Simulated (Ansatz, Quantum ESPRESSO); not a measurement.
# Work-function anisotropy of Sr, part 5 of 6

Aim: the work function of the low-index faces of Sr, their order, and how far the functional matters.

Quantum ESPRESSO 7.5; plane-wave DFT, PBE, GBRV ultrasoft pseudopotentials; geometry and cross-check by Ansatz 0.2.0 with PAW datasets.

So far. Step 11 (Electrostatic potential of (100)): On (100) the work function under LDA lies +0.14 eV from PBE's. Step 12 (Geometry from Ansatz of (110)): The relaxation lowers the energy by 2 meV an atom. Held were the atoms numbered 3, 4 and 5; the forces quoted are those on the free ones.

## 13. SCF with pw.x of (110), PBE

Level of this step: plane-wave DFT, PBE, GBRV ultrasoft pseudopotentials (Quantum ESPRESSO 7.5).

110.pbe.in reads:

```
&control
  prefix = '110.pbe'
  outdir = './out'
  pseudo_dir = './pseudo'
  calculation = 'scf'
  tprnfor = .true.
/
&system
  ibrav = 0
  nat = 7
  ntyp = 1
  ecutwfc = 40
  ecutrho = 200
  occupations = 'smearing'
  smearing = 'mv'
  degauss = 0.02
/
&electrons
  conv_thr = 1e-07
  mixing_beta = 0.4
  electron_maxstep = 120
  mixing_mode = 'local-TF'
/
ATOMIC_SPECIES
  Sr  87.6200  sr_pbe_v1.uspp.F.UPF
CELL_PARAMETERS angstrom
  6.08000000000000 0.00000000000000 0.00000000000000
  0.00000000000000 4.29920922960000 0.00000000000000
  0.00000000000000 0.00000000000000 28.89762768880000
ATOMIC_POSITIONS crystal
  Sr  0.000000000000 0.000000000000 0.281312948731
  Sr  0.500000000000 0.500000000000 0.353660876950
  Sr  0.000000000000 0.000000000000 0.425613111300
  Sr  0.500000000000 0.500000000000 0.500000000000
  Sr  0.000000000000 0.000000000000 0.574386888700
  Sr  0.500000000000 0.500000000000 0.646339126100
  Sr  0.000000000000 0.000000000000 0.718687030358
K_POINTS automatic
  4 8 1 0 0 0
```

Run with:

```
$ OMP_NUM_THREADS=1 mpirun -n 4 pw.x -nk 2 -in 110.pbe.in > 110.pbe.out
```

The program printed:

```text
[banner, memory and clock lines left out]
Program PWSCF v.7.5 starts

          URL

     Message from routine setup:
     using ibrav=0 with symmetry is DISCOURAGED, use correct ibrav instead

     bravais-lattice index     =            0
     lattice parameter (alat)  =      11.4895  a.u.
     unit-cell volume          =    5097.4263 (a.u.)^3
     number of atoms/cell      =            7
     number of atomic types    =            1
     number of electrons       =        70.00
     number of Kohn-Sham states=           42
     kinetic-energy cutoff     =      40.0000  Ry
     charge density cutoff     =     200.0000  Ry
     scf convergence threshold =      1.0E-07
     mixing beta               =       0.4000
     number of iterations used =            8  local-TF  mixing
     Exchange-correlation= SLA  PW   PBE  PBE
                           (   1   4   3   4   0   0   0)

     celldm(1)=  11.489535  celldm(2)=   0.000000  celldm(3)=   0.000000
     celldm(4)=   0.000000  celldm(5)=   0.000000  celldm(6)=   0.000000

     crystal axes: (cart. coord. in units of alat)
               a(1) = (   1.000000   0.000000   0.000000 )
               a(2) = (   0.000000   0.707107   0.000000 )
               a(3) = (   0.000000   0.000000   4.752899 )

     reciprocal axes: (cart. coord. in units 2 pi/alat)
               b(1) = (  1.000000  0.000000  0.000000 )
               b(2) = (  0.000000  1.414214  0.000000 )
               b(3) = (  0.000000  0.000000  0.210398 )

     PseudoPot. # 1 for Sr read from file:
     ./pseudo/sr_pbe_v1.uspp.F.UPF
     Pseudo is Ultrasoft + core correction, Zval = 10.0
     Generated by new atomic code, or converted to UPF format
     Using radial grid of  883 points,  6 beta functions with:
                l(1) =   0
                l(2) =   0
                l(3) =   1
                l(4) =   1
                l(5) =   2
                l(6) =   2
     Q(r) pseudized with  6 coefficients,  rinner =    1.400   1.400   1.400
                                                       1.400   1.400

     atomic species   valence    mass     pseudopotential
     Sr               10.00    87.62000     Sr( 1.00)

      8 Sym. Ops., with inversion, found

   Cartesian axes

     site n.     atom                  positions (alat units)
         1        Sr     tau(   1) = (   0.0000000   0.0000000   1.3370521  )
         2        Sr     tau(   2) = (   0.5000000   0.3535534   1.6809145  )
         3        Sr     tau(   3) = (   0.0000000   0.0000000   2.0228963  )
         4        Sr     tau(   4) = (   0.5000000   0.3535534   2.3764496  )
         5        Sr     tau(   5) = (   0.0000000   0.0000000   2.7300030  )
         6        Sr     tau(   6) = (   0.5000000   0.3535534   3.0719848  )
         7        Sr     tau(   7) = (   0.0000000   0.0000000   3.4158471  )

     number of k points=    15  Marzari-Vanderbilt smearing, width (Ry)=  0.0200
                       cart. coord. in units 2pi/alat
        k(    1) = (   0.0000000   0.0000000   0.0000000), wk =   0.0625000
        k(    2) = (   0.0000000   0.1767767   0.0000000), wk =   0.1250000
        k(    3) = (   0.0000000   0.3535534   0.0000000), wk =   0.1250000
        k(    4) = (   0.0000000   0.5303301   0.0000000), wk =   0.1250000
        k(    5) = (   0.0000000  -0.7071068   0.0000000), wk =   0.0625000
        k(    6) = (   0.2500000   0.0000000   0.0000000), wk =   0.1250000
        k(    7) = (   0.2500000   0.1767767   0.0000000), wk =   0.2500000
        k(    8) = (   0.2500000   0.3535534   0.0000000), wk =   0.2500000
        k(    9) = (   0.2500000   0.5303301   0.0000000), wk =   0.2500000
        k(   10) = (   0.2500000  -0.7071068   0.0000000), wk =   0.1250000
        k(   11) = (  -0.5000000   0.0000000   0.0000000), wk =   0.0625000
        k(   12) = (  -0.5000000   0.1767767   0.0000000), wk =   0.1250000
        k(   13) = (  -0.5000000   0.3535534   0.0000000), wk =   0.1250000
        k(   14) = (  -0.5000000   0.5303301   0.0000000), wk =   0.1250000
        k(   15) = (  -0.5000000  -0.7071068   0.0000000), wk =   0.0625000

     Dense  grid:   243599 G-vectors     FFT dimensions: (  54,  40, 250)

     Smooth grid:   174229 G-vectors     FFT dimensions: (  48,  36, 225)

     Initial potential from superposition of free atoms

     starting charge      69.7644, renormalised to      70.0000

     negative rho (up, down):  4.389E-01 0.000E+00
     Starting wfcs are   91 randomized atomic wfcs

     per-process dynamical memory:   143.0 Mb

     Self-consistent Calculation

     iteration #  1     ecut=    40.00 Ry     beta= 0.40
     Davidson diagonalization with overlap
     ethr =  1.00E-02,  avg # of iterations =  2.0

     negative rho (up, down):  4.401E-01 0.000E+00

     total energy              =    -490.98478887 Ry
     estimated scf accuracy    <       1.04674048 Ry

     iteration #  2     ecut=    40.00 Ry     beta= 0.40
     Davidson diagonalization with overlap
     ethr =  1.50E-03,  avg # of iterations =  1.0

     negative rho (up, down):  4.454E-01 0.000E+00

     total energy              =    -490.87175528 Ry
     estimated scf accuracy    <       0.62685494 Ry

     iteration #  3     ecut=    40.00 Ry     beta= 0.40
     Davidson diagonalization with overlap
     ethr =  8.96E-04,  avg # of iterations =  3.1

     negative rho (up, down):  4.498E-01 0.000E+00

     total energy              =    -490.92034950 Ry
     estimated scf accuracy    <       0.04944508 Ry

     iteration #  4     ecut=    40.00 Ry     beta= 0.40
     Davidson diagonalization with overlap
     ethr =  7.06E-05,  avg # of iterations =  6.0

     negative rho (up, down):  4.571E-01 0.000E+00

     total energy              =    -490.91919457 Ry
     estimated scf accuracy    <       0.04506231 Ry

     iteration #  5     ecut=    40.00 Ry     beta= 0.40
     Davidson diagonalization with overlap
     ethr =  6.44E-05,  avg # of iterations =  5.6

     negative rho (up, down):  4.554E-01 0.000E+00

     total energy              =    -490.92400997 Ry
     estimated scf accuracy    <       0.00519729 Ry

     iteration #  6     ecut=    40.00 Ry     beta= 0.40
     Davidson diagonalization with overlap
     ethr =  7.42E-06,  avg # of iterations =  7.4

     negative rho (up, down):  4.559E-01 0.000E+00

     total energy              =    -490.92382644 Ry
     estimated scf accuracy    <       0.00387520 Ry

     iteration #  7     ecut=    40.00 Ry     beta= 0.40
     Davidson diagonalization with overlap
     ethr =  5.54E-06,  avg # of iterations =  5.9

[...]
0.7791   0.9720   1.3206   1.4833   1.7628   1.9239   2.2083   2.2266
     2.3504   2.4005

          k = 0.0000 0.1768 0.0000 ( 21775 PWs)   bands (ev):

   -35.7960 -35.7960 -35.1642 -35.1625 -35.1591 -35.1194 -35.1180 -17.7965
   -17.7965 -17.7588 -17.7588 -17.6958 -17.6958 -17.2054 -17.2000 -17.1788
   -17.1654 -17.1357 -17.1349 -17.1326 -17.1173 -17.1019 -17.0858 -17.0723
   -17.0696 -17.0550 -17.0546 -17.0528  -1.8641  -1.4456  -0.7610   0.0687
     0.9012   1.1036   1.4155   1.5935   1.8096   1.9789   2.1472   2.1608
     2.2887   2.3901

          k = 0.0000 0.3536 0.0000 ( 21786 PWs)   bands (ev):

   -35.7945 -35.7945 -35.1623 -35.1609 -35.1576 -35.1184 -35.1167 -17.7936
   -17.7936 -17.7545 -17.7545 -17.7287 -17.7287 -17.2088 -17.1813 -17.1798
   -17.1564 -17.1536 -17.1424 -17.1398 -17.1329 -17.1217 -17.0970 -17.0902
   -17.0881 -17.0785 -17.0655 -17.0627  -1.3970  -0.9955  -0.3494   0.4179
     1.1432   1.4258   1.5085   1.7950   1.8794   2.0124   2.0156   2.0270
     2.1635   2.1965

          k = 0.0000 0.5303 0.0000 ( 21830 PWs)   bands (ev):

   -35.7931 -35.7931 -35.1604 -35.1593 -35.1561 -35.1174 -35.1154 -17.7908
   -17.7907 -17.7612 -17.7612 -17.7502 -17.7502 -17.2167 -17.1923 -17.1803
   -17.1677 -17.1672 -17.1561 -17.1388 -17.1301 -17.1238 -17.1226 -17.1057
   -17.0945 -17.0878 -17.0846 -17.0657  -0.6827  -0.3211   0.2281   0.8097
     1.0762   1.1981   1.2210   1.8791   1.9115   1.9353   1.9484   2.0117
     2.0840   2.1244

          k = 0.0000-0.7071 0.0000 ( 21788 PWs)   bands (ev):

   -35.7925 -35.7925 -35.1597 -35.1586 -35.1555 -35.1169 -35.1149 -17.7896
   -17.7895 -17.7746 -17.7746 -17.7484 -17.7484 -17.2215 -17.2023 -17.1874
   -17.1807 -17.1804 -17.1398 -17.1304 -17.1303 -17.1285 -17.1277 -17.1055
   -17.0988 -17.0948 -17.0938 -17.0673   0.1906   0.1912   0.4533   0.4862
     0.7208   0.9472   1.0207   1.8287   1.8859   1.9295   1.9570   1.9579
     2.0834   2.1736

          k = 0.2500 0.0000 0.0000 ( 21755 PWs)   bands (ev):

   -35.7965 -35.7965 -35.1644 -35.1629 -35.1597 -35.1205 -35.1188 -17.7987
   -17.7986 -17.7608 -17.7608 -17.6818 -17.6818 -17.2235 -17.2046 -17.1740
   -17.1653 -17.1605 -17.1259 -17.0993 -17.0911 -17.0849 -17.0844 -17.0789
   -17.0644 -17.0558 -17.0486 -17.0471  -1.7077  -1.3081  -0.6670   0.0716
     0.3280   0.6425   0.7093   1.4616   1.6304   1.8469   1.9581   2.2321
     2.4567   2.4958

          k = 0.2500 0.1768 0.0000 ( 21728 PWs)   bands (ev):

   -35.7959 -35.7959 -35.1637 -35.1623 -35.1590 -35.1199 -35.1182 -17.7972
   -17.7971 -17.7593 -17.7592 -17.6956 -17.6956 -17.2200 -17.1999 -17.1711
   -17.1674 -17.1589 -17.1253 -17.1127 -17.1046 -17.0991 -17.0846 -17.0776
   -17.0751 -17.0612 -17.0574 -17.0500  -1.5522  -1.1538  -0.5157   0.2232
     0.4595   0.7745   0.8697   1.4787   1.7018   1.8553   2.0008   2.2375
     2.3868   2.4337

          k = 0.2500 0.3536 0.0000 ( 21769 PWs)   bands (ev):

   -35.7945 -35.7945 -35.1620 -35.1608 -35.1576 -35.1187 -35.1168 -17.7938
   -17.7937 -17.7555 -17.7555 -17.7288 -17.7288 -17.2128 -17.1906 -17.1760
   -17.1680 -17.1577 -17.1381 -17.1374 -17.1278 -17.1225 -17.0971 -17.0892
   -17.0871 -17.0741 -17.0643 -17.0577  -1.1103  -0.7185  -0.0983   0.6194
     0.7891   1.0901   1.2751   1.5179   1.8249   1.8515   1.8994   2.0467
     2.2540   2.3426

          k = 0.2500 0.5303 0.0000 ( 21777 PWs)   bands (ev):

   -35.7931 -35.7931 -35.1603 -35.1592 -35.1561 -35.1174 -35.1154 -17.7904
   -17.7903 -17.7616 -17.7616 -17.7518 -17.7518 -17.2107 -17.2002 -17.1867
   -17.1765 -17.1736 -17.1592 -17.1531 -17.1354 -17.1199 -17.1021 -17.0997
   -17.0983 -17.0806 -17.0696 -17.0686  -0.4504  -0.0789   0.4801   0.9747
     1.0681   1.3373   1.4391   1.4721   1.4783   1.6977   1.9522   2.0527
     2.0570   2.1655

          k = 0.2500-0.7071 0.0000 ( 21820 PWs)   bands (ev):

   -35.7925 -35.7925 -35.1596 -35.1586 -35.1555 -35.1169 -35.1149 -17.7890
   -17.7889 -17.7751 -17.7751 -17.7503 -17.7503 -17.2129 -17.2068 -17.2009
   -17.1853 -17.1847 -17.1596 -17.1552 -17.1292 -17.1155 -17.1063 -17.1016
   -17.0967 -17.0874 -17.0782 -17.0690   0.3124   0.3305   0.6507   0.6599
     0.9820   1.1772   1.2783   1.7371   1.7372   1.7718   1.7905   1.8310
     1.8982   1.9687

          k =-0.5000 0.0000 0.0000 ( 21740 PWs)   bands (ev):

   -35.7965 -35.7965 -35.1638 -35.1627 -35.1596 -35.1211 -35.1190 -17.7995
   -17.7994 -17.7611 -17.7611 -17.6815 -17.6815 -17.2345 -17.2011 -17.1909
   -17.1584 -17.1471 -17.1245 -17.0909 -17.0890 -17.0797 -17.0784 -17.0713
   -17.0694 -17.0638 -17.0582 -17.0540  -0.8521  -0.8033  -0.5604  -0.4135
    -0.0815   0.0818   0.2903   1.4864   1.6393   1.7863   1.9851   2.1628
     2.4207   2.4495

          k =-0.5000 0.1768 0.0000 ( 21744 PWs)   bands (ev):

   -35.7959 -35.7959 -35.1632 -35.1621 -35.1590 -35.1205 -35.1184 -17.7979
   -17.7978 -17.7597 -17.7597 -17.6955 -17.6955 -17.2298 -17.1955 -17.1891
   -17.1569 -17.1526 -17.1237 -17.1195 -17.0992 -17.0930 -17.0757 -17.0729
   -17.0718 -17.0654 -17.0638 -17.0588  -0.7132  -0.6648  -0.4146  -0.2705
     0.0786   0.2361   0.4689   1.5079   1.7061   1.7976   2.0353   2.1897
     2.4168   2.4338

          k =-0.5000 0.3536 0.0000 ( 21740 PWs)   bands (ev):

   -35.7945 -35.7945 -35.1617 -35.1606 -35.1575 -35.1190 -35.1169 -17.7940
   -17.7939 -17.7565 -17.7565 -17.7290 -17.7290 -17.2177 -17.1885 -17.1852
   -17.1656 -17.1580 -17.1545 -17.1383 -17.1257 -17.1181 -17.0925 -17.0868
   -17.0732 -17.0679 -17.0660 -17.0639  -0.3365  -0.2886  -0.0216   0.1174
     0.5060   0.6507   0.9675   1.5587   1.8576   1.8848   2.1410   2.1915
     2.2339   2.2493

          k =-0.5000 0.5303 0.0000 ( 21778 PWs)   bands (ev):

   -35.7931 -35.7931 -35.1602 -35.1592 -35.1561 -35.1175 -35.1155 -17.7900
   -17.7899 -17.7620 -17.7620 -17.7534 -17.7534 -17.2072 -17.2038 -17.2022
   -17.1722 -17.1714 -17.1654 -17.1581 -17.1503 -17.1150 -17.1027 -17.0996
   -17.0787 -17.0743 -17.0701 -17.0637   0.1550   0.2052   0.4946   0.6339
     1.0382   1.1872   1.6184   1.6357   1.7124   1.7710   1.8080   1.9466
     1.9532   2.0726

          k =-0.5000-0.7071 0.0000 ( 21740 PWs)   bands (ev):

   -35.7925 -35.7925 -35.1596 -35.1585 -35.1554 -35.1169 -35.1148 -17.7883
   -17.7882 -17.7756 -17.7756 -17.7522 -17.7522 -17.2196 -17.2132 -17.1943
   -17.1895 -17.1806 -17.1716 -17.1644 -17.1293 -17.1211 -17.1131 -17.0974
   -17.0799 -17.0779 -17.0741 -17.0633   0.4577   0.5121   0.8592   1.0088
     1.4026   1.4231   1.4716   1.4724   1.4850   1.5652   1.6516   1.7893
     1.8886   2.0635

     the Fermi energy is     1.4453 ev

!    total energy              =    -490.92387316 Ry
     estimated scf accuracy    <          8.1E-09 Ry
     smearing contrib. (-TS)   =      -0.00387939 Ry
     internal energy E=F+TS    =    -490.91999377 Ry

     The total energy is F=E-TS. E is the sum of the following terms:
     one-electron contribution =   -1631.90799309 Ry
     hartree contribution      =     812.91586475 Ry
     xc contribution           =    -126.72473732 Ry
     ewald contribution        =     454.79687189 Ry

     convergence has been achieved in  17 iterations

     negative rho (up, down):  4.564E-01 0.000E+00

     Forces acting on atoms (cartesian axes, Ry/au):

     atom    1 type  1   force =     0.00000000    0.00000000   -0.00005243
     atom    2 type  1   force =     0.00000000    0.00000000    0.00019869
     atom    3 type  1   force =     0.00000000    0.00000000    0.00039499
     atom    4 type  1   force =     0.00000000    0.00000000    0.00000000
     atom    5 type  1   force =     0.00000000    0.00000000   -0.00039499
     atom    6 type  1   force =     0.00000000    0.00000000   -0.00019869
     atom    7 type  1   force =     0.00000000    0.00000000    0.00005243

     Total force =     0.000630     Total SCF correction =     0.000264
     SCF correction compared to forces is large: reduce conv_thr to get better values

     XML data file, charge density, pseudopotentials, collected wavefunctions

                                        0.00s GPU  (     727 calls)
```

It took 2.7 min on 4 MPI ranks of Arm Neoverse V1, shared host; peak memory 1.4 GiB.

Numbers from this step:

| Property | Result |
| --- | --- |
| free energy | -6679.3596 eV |
| Fermi energy | 1.445 eV |

## 14. Electrostatic potential of (110)

110.pbe.pot.in reads:

```
&inputpp
  prefix = '110.pbe'
  outdir = './out'
  filplot = '110.pbe.pot.dat'
  plot_num = 11
/
```

Run with:

```
$ OMP_NUM_THREADS=1 mpirun -n 4 pp.x -in 110.pbe.pot.in > 110.pbe.pot.out
```

The program printed:

```text
[banner, memory and clock lines left out]
Program POST-PROC v.7.5 starts

          URL

     ./out/110.pbe.save/

     IMPORTANT: XC functional enforced from input :
     Exchange-correlation= PBE
                           (   1   4   3   4   0   0   0)
     Any further DFT definition will be discarded
     Please, verify this is what you really want

     negative rho (up, down):  4.564E-01 0.000E+00

     Calling punch_plot, plot_num =  11
     Writing data to file  110.pbe.pot.dat
     Message from routine chdens:
     namelist plot not found or invalid, exiting
```

Run time: 1.4 s. Hardware: 4 MPI ranks; peak memory 0.23 GiB.

This step gave:

| Item | Value |
| --- | --- |
| work function of the upper face | 2.563 eV |
| slope of the potential above | 0.002866 eV/Å |
| upper vacuum line continued to the top atoms, over the Fermi level | 2.548 eV |
| work function of the lower face | 2.563 eV |
| slope of the potential below | -0.002023 eV/Å |
| lower vacuum line continued to the bottom atoms, over the Fermi level | 2.552 eV |

(Part 5 of 6 ends here.)

[Logs are printed without paths, hosts, clocks, repeated set-up lines and the standing remarks that a program may print on its own settings, such as how far it seeks lower states.]

[Hosts, paths, dates, database ids (printed as entryN), source tags and the programs' standing remarks are cut or masked in the printed files.]

[Maps of the electrostatic potential energy from Ansatz leave out the sawtooth potential of an applied field or a dipole correction, so their vacuum need not be flat; planar profiles and work functions include it.]
